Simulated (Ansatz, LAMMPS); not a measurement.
# Structural relaxation of amorphous 88HfO2-12Y2O3 (mol %) (81 atoms), part 4 of 4

How does amorphous 88HfO2-12Y2O3 (mol %) (81 atoms) relax, and what do bonds, charges and levels look like afterwards?

Ansatz 0.2.0; Kohn-Sham DFT, PBE, PAW (set soft_2), plane waves.

The cell: 22 Hf, 6 Y and 53 O. The quench rate of 50 K/ps far exceeds what a furnace or splat quench reaches. The network of bonds at the start is that of the classical potential that made the cell. Only the Γ point is sampled in the main run, in a cell whose shortest periodic width is 10 Å. The levels lack spin–orbit coupling.

So far. Step 4 (Cell and atoms relaxed): The relaxation changed the energy by -48.6 meV/atom, and atoms moved by 0.27 Å r.m.s., 0.78 Å at most. Step 7 (K-mesh 2×2×2): Forces differ from those of the single point at the relaxed geometry by 22 meV/Å r.m.s.; the energy by -2.8 meV/atom and the gap by -0.049 eV. It took 2 min and 10 cycles; the reference's time can't be set against it, since the two runs asked for unlike analyses.

## Step 8: Functional HSE06

HSE06 mixes in a quarter of exact exchange at short range, which counters self-interaction, at a higher cost.

This step: Kohn-Sham DFT, HSE06, PAW (set soft_2), plane waves (Ansatz 0.2.0).

input.yaml reads:

```yaml
crystal:
  lattice:
    - [10.15548, 0.0533, -0.04137]
    - [0.0533, 10.09657, 0.00117]
    - [-0.04137, 0.00117, 10.28317]
  atoms:
    [... the 81 atom lines of step 6 ...]
kpoints:
  mp_grid: { grid: [1, 1, 1] }
hamiltonian:
  xc: hse06
scf:
  occupations: { method: fermi_dirac, width: 0.025 }
output:
  forces: true
  stress: true
  populations: true
  dos:
    method: { smearing: { sigma: 0.08 } }
    de: 0.05
    projected: { site_lists: { Hf: [Hf], O: [O], "Y": ["Y"] } }
  eigenvalues: true
```

On the command line:

```bash
> ansatz run input.yaml --threads 4 --pin off --max-ram 8192MiB --backend cpu --events-out ev --progress --plain --runs-dir out
```

Numbers of over 12 decimals in the logs are rounded to 6 here.

The log of the run:

```text
Warning: output.stress: scf.convergence.dr2_threshold = 1e-7 eV (the SCF's general default) is looser than the 1.6e-9 eV advised for a printed stress (1e-10 eV for each atom of the cell: 81, of which 16 are counted). What an SCF threshold leaves in a stress goes as its square root, and in the free energy as the threshold itself, and one threshold admits the most on a small cell: [...]
Warning: output.stress: scf.exx.energy_threshold = 1e-6 eV is looser than the 1.6e-7 eV advised for a stress under a hybrid functional (1e-8 eV for each atom of the cell: 81, of which 16 are counted). Every SCF of the exchange loop can meet its threshold on dr2 while the loop round them stops early: [...]
exact exchange: scf.exx.singularity resolves to wigner_seitz, which cuts the screened interaction at the faces of the exchange supercell's Wigner-Seitz cell, so that each pair interacts once, at the shortest of its separations (the periodic images that this leaves out come, [...]
[...]
Crystal: 81 atoms, lattice volume = 1054.344 Å³
Basis set: ecut = 420 eV, 20565 PW (Γ), exchange–correlation on 144×144×144 points (8 copies of the dense FFT grid, shifted against one another)
Bands: 574, of which v1, the nominal top of the filled ones, is band 478 counted from 1 (477 counted from 0)
Symmetry: 1 space group operations
[...]
k-points: 1
[...]
SCF iter   1: F=—  HF=-399175.960499 eV  |F-HF|=—  |Δ(HF+E_count)|=         —  Δρ=3.73e-3  dr2=1.54e-1  ethr=1.77e-3  ⟨swp⟩=6.0  Hψ=2327  notcnv=0
[...]
SCF iter   4: F=—  HF=-399175.967680 eV  |F-HF|=—  |Δ(HF+E_count)|=   3.21e-3  Δρ=5.68e-4  dr2=2.27e-3  ethr=8.29e-7  ⟨swp⟩=4.0  Hψ=1252  notcnv=0  defer=6
SCF iter   5: F=-399175.968212 eV  HF=-399175.968208 eV  |F-HF|=3.87e-6  |Δ(HF+E_count)|=   5.28e-4  Δρ=1.72e-4  dr2=2.16e-4  ethr=2.38e-7  ⟨swp⟩=6.0  Hψ=1250  notcnv=0  defer=2
SCF 1 stopped early in 5 iterations: F = -399175.968212 eV  dr2 = 2.16e-4
[...]
Exchange kernel: α = 0.2500, screened, ω = 0.2079 Å⁻¹, Wigner–Seitz truncation, v(0) = 914.2278 eV·Å³, q-mesh 1×1×1, nearest image of the exchange supercell L = 10.10 Å, pair-density grid 50×50×54, without the augmentation charges, whose exchange is taken in its separable form (sized by the pseudopotential files, [...]
Frozen-core exchange: fock
SCF iter   1: F=—  HF=-399193.098308 eV  |F-HF|=—  |Δ(HF+E_count)|=         —  Δρ=1.07e-2  dr2=1.54e0  ethr=2.26e-7  ⟨swp⟩=7.0  Hψ=3134  notcnv=0
[...]
SCF iter   7: F=—  HF=-399192.141337 eV  |F-HF|=—  |Δ(HF+E_count)|=   5.97e-3  Δρ=2.50e-4  dr2=6.01e-4  ethr=3.78e-8  ⟨swp⟩=5.0  Hψ=1821  notcnv=0
SCF iter   8: F=-399192.141113 eV  HF=-399192.141152 eV  |F-HF|=3.91e-5  |Δ(HF+E_count)|=   1.85e-4  Δρ=6.33e-5  dr2=5.89e-5  ethr=3.78e-8  ⟨swp⟩=4.0  Hψ=1453  notcnv=0
SCF 2 stopped early in 8 iterations: F = -399192.141113 eV  dr2 = 5.89e-5
  Residual-converged pass: ⟨swp⟩=4.0  Hψ=1688  notcnv=0  max |occ|·‖R‖ = 4.5e-6 eV (tolerance 6.7e-6 eV)  dr2=6.01e-5  dr2_onsite=6.60e-6  max |Δocc| = 0.0e0
[...]
hybrid outer 1: dexx = +5.022e-1 eV, tail = 1.11e-2 eV
[...]
Frozen-core exchange: fock
SCF iter   1: F=—  HF=-399192.119269 eV  |F-HF|=—  |Δ(HF+E_count)|=         —  Δρ=1.14e-4  dr2=8.93e-5  ethr=5.81e-6  ⟨swp⟩=5.0  Hψ=1188  notcnv=0
[...]
SCF iter   8: F=—  HF=-399192.119368 eV  |F-HF|=—  |Δ(HF+E_count)|=   1.10e-7  Δρ=9.95e-7  dr2=8.96e-9  ethr=6.78e-12 (applied; sched 1.00e-12)  ⟨swp⟩=4.0  Hψ=1212  notcnv=0
SCF iter   9: F=-399192.119368 eV  HF=-399192.119368 eV  |F-HF|=4.07e-10  |Δ(HF+E_count)|=   2.44e-9  Δρ=3.03e-7  dr2=7.15e-10  ethr=6.86e-12 (applied; sched 1.00e-12)  ⟨swp⟩=7.0  Hψ=1068  notcnv=0
SCF 3 converged in 9 iterations: F = -399192.119368 eV  dr2 = 7.15e-10
[...]
hybrid outer 2: dexx = +5.390e-5 eV, tail = 1.27e-6 eV, Δε = 1.04e-2 eV (about 2.71e-4 eV left of the loop's levels), ΔF = 1.11e-2 eV/Å (tail 2.01e-3)
[...]
Frozen-core exchange: fock
SCF iter   1: F=—  HF=-399192.119361 eV  |F-HF|=—  |Δ(HF+E_count)|=         —  Δρ=3.14e-6  dr2=9.44e-8  ethr=6.64e-10  ⟨swp⟩=20.0  Hψ=1824  notcnv=6
[...]
SCF iter   2: F=-399192.119361 eV  HF=-399192.119361 eV  |F-HF|=2.85e-9  |Δ(HF+E_count)|=   2.23e-8  Δρ=1.02e-6  dr2=7.36e-9  ethr=1.82e-11 (applied; sched 9.21e-12)  ⟨swp⟩=4.0  Hψ=1541  notcnv=0
SCF 4 converged in 2 iterations: F = -399192.119361 eV  dr2 = 7.36e-9
[...]
hybrid SCF converged: 3 outer / 19 inner (+5 warm-up), last move |dexx| = 2.70e-8 eV, tail = 1.84e-8 eV
Stability not checked: this state was not tested for a lower state beside it, because the functional holds exact exchange (a hybrid, or Hartree-Fock), whose exchange loop this test does not read (fock_operator; see scf.lower_state_search)
Free energy (F): -399192.119361 eV
Frozen-core exchange: fock
[...]
Internal energy: -399192.119361 eV  (E = F + TS)
E sigma→0 (E₀):  -399192.119361 eV
Fermi energy:    13.497637 eV
[...]
Σ components = -399192.119361   (vs F -399192.119361, Δ=0.00e0)
--- Forces (eV/Å), atoms counted from 1 ---
  atom   1  Hf     0.09232998     0.02444693     0.01969574
  atom   2  Hf     0.01739616     0.03431457    -0.07195521
  atom   3  Hf    -0.03088604     0.14239053    -0.12486640
  atom   4  Hf     0.21014160     0.11242725     0.14117964
[...]
atom  81  O     -0.08084871    -0.21859476    -0.08005130
  max |Σ_I F_I| component: 2.54e-4 eV/Å
--- Stress (GPa, compression-positive) ---
       -4.482407      -0.008732       0.005684
       -0.008732      -4.676014       0.002467
        0.005684       0.002467      -4.590963
  P = ⅓ Tr σ = -4.5831 GPa (-45.831 kbar)
--- Band table (eV) ---
[...]
--- Löwdin populations: 81 sites ---
  site symbol       q [e]
     0     Hf     24.5443
     1     Hf     24.4028
     2     Hf     24.4190
[...]
80      O      6.7650
  spilling = 0.003074 (of n_electrons = 956.000000)
```

Run time: 4.4 min. Hardware: 4 threads of Intel Xeon 6975P-C (Granite Rapids), shared host; peak memory 4.7 GiB.

The program notes that the exchange threshold is loose for the stress and the SCF threshold is loose for the stress.

Geometry and reference: those of the single point at the relaxed geometry.

Forces differ from those of the single point at the relaxed geometry by 105 meV/Å r.m.s.; the pressure by -4.6 GPa and the gap by +1.5 eV. It took 4.4 min and 24 cycles; the reference's time can't be set against it, since the two runs asked for unlike analyses.

Numbers from this run:

```
free energy                                      : -399192.1194 eV
free energy per atom                             : -4928.2978 eV/atom
SCF cycles                                       : 24
pressure                                         : -4.583 GPa
r.m.s. force component                           : 0.1052 eV/Å
longest force                                    : 0.4466 eV/Å
Fermi energy                                     : 13.5 eV
gap (highest filled to lowest empty level) : 5.312 eV
spilling of the projection                       : 0.003074
```

Length of the force by element and coordination:

| element | coordination | atoms | mean length of the force (eV/Å) | spread | least | most |
| --- | --- | --- | --- | --- | --- | --- |
| Hf | all | 22 | 0.129 | 0.064 | 0.021 | 0.277 |
| Hf | 6 | 16 | 0.138 | 0.068 | 0.021 | 0.277 |
| Hf | 7 | 6 | 0.104 | 0.0429 | 0.0619 | 0.166 |
| O | all | 53 | 0.185 | 0.0766 | 0.0402 | 0.447 |
| O | 2 | 1 | 0.447 | 0 | 0.447 | 0.447 |
| O | 3 | 29 | 0.173 | 0.0678 | 0.0402 | 0.296 |
| O | 4 | 23 | 0.188 | 0.0676 | 0.0449 | 0.362 |
| Y | all | 6 | 0.129 | 0.0491 | 0.0765 | 0.220 |
| Y | 6 | 1 | 0.105 | 0 | 0.105 | 0.105 |
| Y | 7 | 3 | 0.167 | 0.0433 | 0.114 | 0.220 |
| Y | 8 | 2 | 0.0853 | 0.0087 | 0.0765 | 0.094 |

Löwdin charges by element and coordination (they lack the spilled electrons, 0.036 e an atom on average):

```csv
element,coordination,atoms,mean charge (e),spread,least,most
Hf,all,22,1.55,0.0437,1.46,1.65
Hf,6,16,1.55,0.0413,1.46,1.64
Hf,7,6,1.56,0.0493,1.50,1.65
O,all,53,-0.739,0.0216,-0.802,-0.694
O,2,1,-0.709,0,-0.709,-0.709
O,3,29,-0.737,0.021,-0.783,-0.694
O,4,23,-0.743,0.0214,-0.802,-0.700
Y,all,6,1.32,0.0256,1.28,1.36
Y,6,1,1.36,0,1.36,1.36
Y,7,3,1.31,0.0209,1.28,1.33
Y,8,2,1.31,0.0102,1.30,1.32
```

States in the cell by windows of 1 eV, zero at the Fermi level; the larger projections on atomic orbitals stand beside the total:

```csv
from (eV),to (eV),total,O p,Hf d,Hf f
-18,-17,0.0,0.0,0.0,0.0
-17,-16,91.1,0.2,0.0,90.7
-16,-15,216.9,0.5,0.1,215.6
-15,-9,0.0,0.0,0.0,0.0
-9,-8,3.7,2.6,0.7,0.0
-8,-7,49.2,35.2,9.7,0.1
-7,-6,62.2,46.7,11.1,0.1
-6,-5,68.1,55.7,7.4,0.1
-5,-4,72.2,63.7,4.4,0.2
-4,-3,56.6,52.6,1.9,0.1
-3,-2,6.1,5.7,0.2,0.0
-2,2,0.0,0.0,0.0,0.0
2,3,8.8,0.9,6.0,0.0
3,4,38.2,3.7,26.3,0.0
4,5,58.6,6.4,36.5,0.0
```

Between -26 and -18 eV lie 142 more states.

About 188 of the 956 electrons lie in deeper levels, below the stored range.

The levels nearest the highest filled one (over half full), pooled over k-points and spins:

```csv
level less the highest filled one (eV),occupation
-0.557,2
-0.479,2
-0.381,2
-0.290,2
-0.257,2
0,2
5.31,0
5.39,0
5.46,0
5.57,0
5.68,0
5.74,0
```

## Step 9: Functional r2SCAN (500 eV)

The meta-GGA r2SCAN uses the kinetic energy density as well as the density and its gradient. Besides, the cutoff goes from 420 to 500 eV.

This step: Kohn-Sham DFT, r2SCAN, PAW (set soft_2), plane waves (Ansatz 0.2.0).

input.yaml, as its differences from that of step 8:

```diff
@@ -10,3 +10,3 @@
 hamiltonian:
-  xc: hse06
+  xc: r2scan
 scf:
```

The log of the run:

```text
[...]
Crystal: 81 atoms, lattice volume = 1054.344 Å³
Basis set: ecut = 500 eV, 26795 PW (Γ), exchange–correlation on 300×300×300 points (64 copies of the dense FFT grid, shifted against one another)
Bands: 574, of which v1, the nominal top of the filled ones, is band 478 counted from 1 (477 counted from 0)
Symmetry: 1 space group operations
[...]
k-points: 1
[...]
SCF iter   1: F=—  HF=-399577.642335 eV  |F-HF|=—  |Δ(HF+E_count)|=         —  Δρ=1.12e-2  dr2=1.32e0  dr2_τ=4.98e0  ethr=1.77e-3  ⟨swp⟩=5.0  Hψ=1775  notcnv=0  defer=69
[...]
SCF iter   9: F=—  HF=-399578.776588 eV  |F-HF|=—  |Δ(HF+E_count)|=   4.61e-7  Δρ=7.54e-6  dr2=6.58e-7  dr2_τ=6.04e-8  ethr=3.57e-10  ⟨swp⟩=2.0  Hψ=958  notcnv=0  defer=90
SCF iter  10: F=-399578.776588 eV  HF=-399578.776588 eV  |F-HF|=2.53e-8  |Δ(HF+E_count)|=   6.12e-8  Δρ=2.33e-6  dr2=9.17e-8  dr2_τ=5.70e-9  ethr=1.05e-11  ⟨swp⟩=9.0  Hψ=2712  notcnv=0
SCF 1 converged in 10 iterations: F = -399578.776588 eV  dr2 = 9.17e-8
[...]
SCF converged after 10 iterations
Free energy (F): -399578.776588 eV
[...]
Internal energy: -399578.776588 eV  (E = F + TS)
E sigma→0 (E₀):  -399578.776588 eV
Fermi energy:    13.656657 eV
[...]
Σ components = -399578.776588   (vs F -399578.776588, Δ=0.00e0)
--- Forces (eV/Å), atoms counted from 1 ---
  atom   1  Hf     0.05936502     0.03861776     0.00542779
  atom   2  Hf     0.00782808     0.02196491    -0.03890486
  atom   3  Hf    -0.02216130     0.09158997    -0.07270045
  atom   4  Hf     0.11836574     0.07271465     0.08789445
[...]
atom  81  O     -0.04312800    -0.14658450    -0.06411854
  max |Σ_I F_I| component: 1.65e-4 eV/Å
--- Stress (GPa, compression-positive) ---
       -4.461574      -0.001369      -0.000841
       -0.001369      -4.519277      -0.022896
       -0.000841      -0.022897      -4.505878
  P = ⅓ Tr σ = -4.4956 GPa (-44.956 kbar)
--- Band table (eV) ---
[...]
--- Löwdin populations: 81 sites ---
  site symbol       q [e]
     0     Hf     24.5947
     1     Hf     24.4599
     2     Hf     24.4752
[...]
80      O      6.7431
  spilling = 0.002850 (of n_electrons = 956.000000)
```

The job ended after 26 s (4 threads; peak memory 3.5 GiB; 98 s of CPU time).

Geometry and reference: those of the single point at the relaxed geometry.

Forces differ from those of the single point at the relaxed geometry by 81 meV/Å r.m.s.; the pressure by -4.5 GPa and the gap by +0.45 eV. It took 26 s and 10 cycles; the reference's time can't be set against it, since the two runs asked for unlike analyses.

## Step 10: Functional PBEsol

PBEsol restores the gradient expansion of exchange for slowly varying densities and usually gives shorter bonds in solids than PBE.

This step: Kohn-Sham DFT, PBEsol, PAW (set soft_2), plane waves (Ansatz 0.2.0).

input.yaml, as its differences from that of step 9:

```diff
@@ -10,3 +10,3 @@
 hamiltonian:
-  xc: r2scan
+  xc: pbesol
 scf:
```

The log of the run:

```text
[...]
Crystal: 81 atoms, lattice volume = 1054.344 Å³
Basis set: ecut = 420 eV, 20565 PW (Γ), exchange–correlation on 144×144×144 points (8 copies of the dense FFT grid, shifted against one another)
Bands: 574, of which v1, the nominal top of the filled ones, is band 478 counted from 1 (477 counted from 0)
Symmetry: 1 space group operations
[...]
k-points: 1
[...]
SCF iter   1: F=—  HF=-395793.560009 eV  |F-HF|=—  |Δ(HF+E_count)|=         —  Δρ=1.66e-2  dr2=2.52e0  ethr=1.77e-3  ⟨swp⟩=5.0  Hψ=1754  notcnv=0  defer=65
[...]
SCF iter  10: F=—  HF=-395792.969943 eV  |F-HF|=—  |Δ(HF+E_count)|=   1.75e-7  Δρ=3.72e-6  dr2=2.35e-7  ethr=1.34e-10  ⟨swp⟩=2.0  Hψ=957  notcnv=0  defer=92
SCF iter  11: F=-395792.969943 eV  HF=-395792.969943 eV  |F-HF|=1.63e-9  |Δ(HF+E_count)|=   3.28e-7  Δρ=2.79e-6  dr2=8.36e-8  ethr=1.05e-11  ⟨swp⟩=11.0  Hψ=2609  notcnv=0
SCF 1 converged in 11 iterations: F = -395792.969943 eV  dr2 = 8.36e-8
[...]
SCF converged after 11 iterations
Free energy (F): -395792.969943 eV
[...]
Internal energy: -395792.969943 eV  (E = F + TS)
E sigma→0 (E₀):  -395792.969943 eV
Fermi energy:    13.567307 eV
[...]
Σ components = -395792.969943   (vs F -395792.969943, Δ=0.00e0)
--- Forces (eV/Å), atoms counted from 1 ---
  atom   1  Hf     0.04603162     0.02570223     0.02948415
  atom   2  Hf     0.04995236    -0.05127730    -0.08440790
  atom   3  Hf    -0.03061753     0.03157249    -0.00232576
  atom   4  Hf     0.04452446     0.06540570     0.07167442
[...]
atom  81  O     -0.02512056    -0.12542282    -0.07848281
  max |Σ_I F_I| component: 1.44e-5 eV/Å
--- Stress (GPa, compression-positive) ---
       -6.056910      -0.016483       0.040652
       -0.016483      -6.179330      -0.024806
        0.040652      -0.024806      -6.077977
  P = ⅓ Tr σ = -6.1047 GPa (-61.047 kbar)
--- Band table (eV) ---
[...]
--- Löwdin populations: 81 sites ---
  site symbol       q [e]
     0     Hf     24.7219
     1     Hf     24.5861
     2     Hf     24.6033
[...]
80      O      6.6776
  spilling = 0.002818 (of n_electrons = 956.000000)
```

Run time: 14 s. Hardware: 4 threads; peak memory 2 GiB; 51 s of CPU time.

Geometry and reference: those of the single point at the relaxed geometry.

Forces differ from those of the single point at the relaxed geometry by 71 meV/Å r.m.s.; the pressure by -6.1 GPa and the gap by -0.085 eV.

## Step 11: Cost against change

Each row is set against the single point at the relaxed geometry (Kohn-Sham DFT, PBE, PAW (set soft_2), plane waves; r.m.s. force component 0.00232 eV/Å). Energies are set beside the reference only for runs with its functional, potentials and electron count. Times are for 4 threads of Intel Xeon 6975P-C (Granite Rapids), shared host. The reference's time includes grids, which some other runs skip.

| run | Δ force, r.m.s. (meV/Å) | Δ energy (meV/atom) | Δ pressure (GPa) | Δ gap (eV) | cycles | time | host memory (GiB) |
| --- | --- | --- | --- | --- | --- | --- | --- |
| reference | - | - | - | - | 10 | 13 s | 2.0 |
| k-mesh 2×2×2 | 22.5 | -2.80 | 0.0018 | -0.0489 | 10 | 2 min | 5.8 |
| functional HSE06 | 105 | - | -4.57 | 1.52 | 24 | 4.4 min | 4.7 |
| functional r2SCAN (500 eV) | 81.2 | - | -4.48 | 0.453 | 10 | 26 s | 3.5 |
| functional PBEsol | 71.1 | - | -6.09 | -0.0854 | 11 | 14 s | 2.0 |

## Step 12: Results

| Item | Value |
| --- | --- |
| energy change in the relaxation | -48.59 meV/atom |
| r.m.s. displacement | 0.27 Å |
| largest displacement | 0.781 Å |
| free energy per atom | -4928.0972 eV/atom |
| pressure | -0.01599 GPa |
| r.m.s. force component | 0.00232 eV/Å |
| gap (highest filled to lowest empty level) | 3.789 eV |
| wall time of the 7 DFT runs | 9.8 min |

Relaxation lowers the energy by 48.6 meV/atom and moves atoms by 0.27 Å r.m.s.; the r.m.s. force component goes from 0.40 to 0.0023 eV/Å. Displacements are taken in the final cell, so they leave out its strain. By the final cutoffs 3 of 170 bonded pairs parted and 14 joined. The cell shrank by 8.3 % in volume. First to last step the energy falls by 3.936 eV, across changes of basis; the largest move, 0.78 Å, is that of O71. The O-Y bonds change most in mean length: from 2.384 Å (spread 0.189) to 2.429 Å (spread 0.220), and their number from 34 to 43. Counting bonds as in the table, 73 % of Hf atoms have 6, 55 % of O atoms have 3 and 50 % of Y atoms have 7 bonded neighbours. The highest filled and lowest empty levels differ by 3.79 eV (at Γ alone); a semilocal functional tends to put such gaps too low. In a disordered cell it changes from sample to sample, and tail or defect levels can set it.

Among the changes of functional, dispersion, potentials or spin, functional HSE06 moves the forces most, by 105 meV/Å r.m.s. The gap changes by +1.52 eV with HSE06.

What to keep in mind: The starting topology of bonds comes from the classical model; in DFT 3 of its 170 bonded pairs passed out of the cutoffs and 14 came within them.

[Logs are printed without paths, hosts, clocks, repeated set-up lines and the standing remarks that a program may print on its own settings, such as how far it seeks lower states.]

[Hosts, paths, dates, database ids (printed as entryN), source tags and the programs' standing remarks are cut or masked in the printed files.]
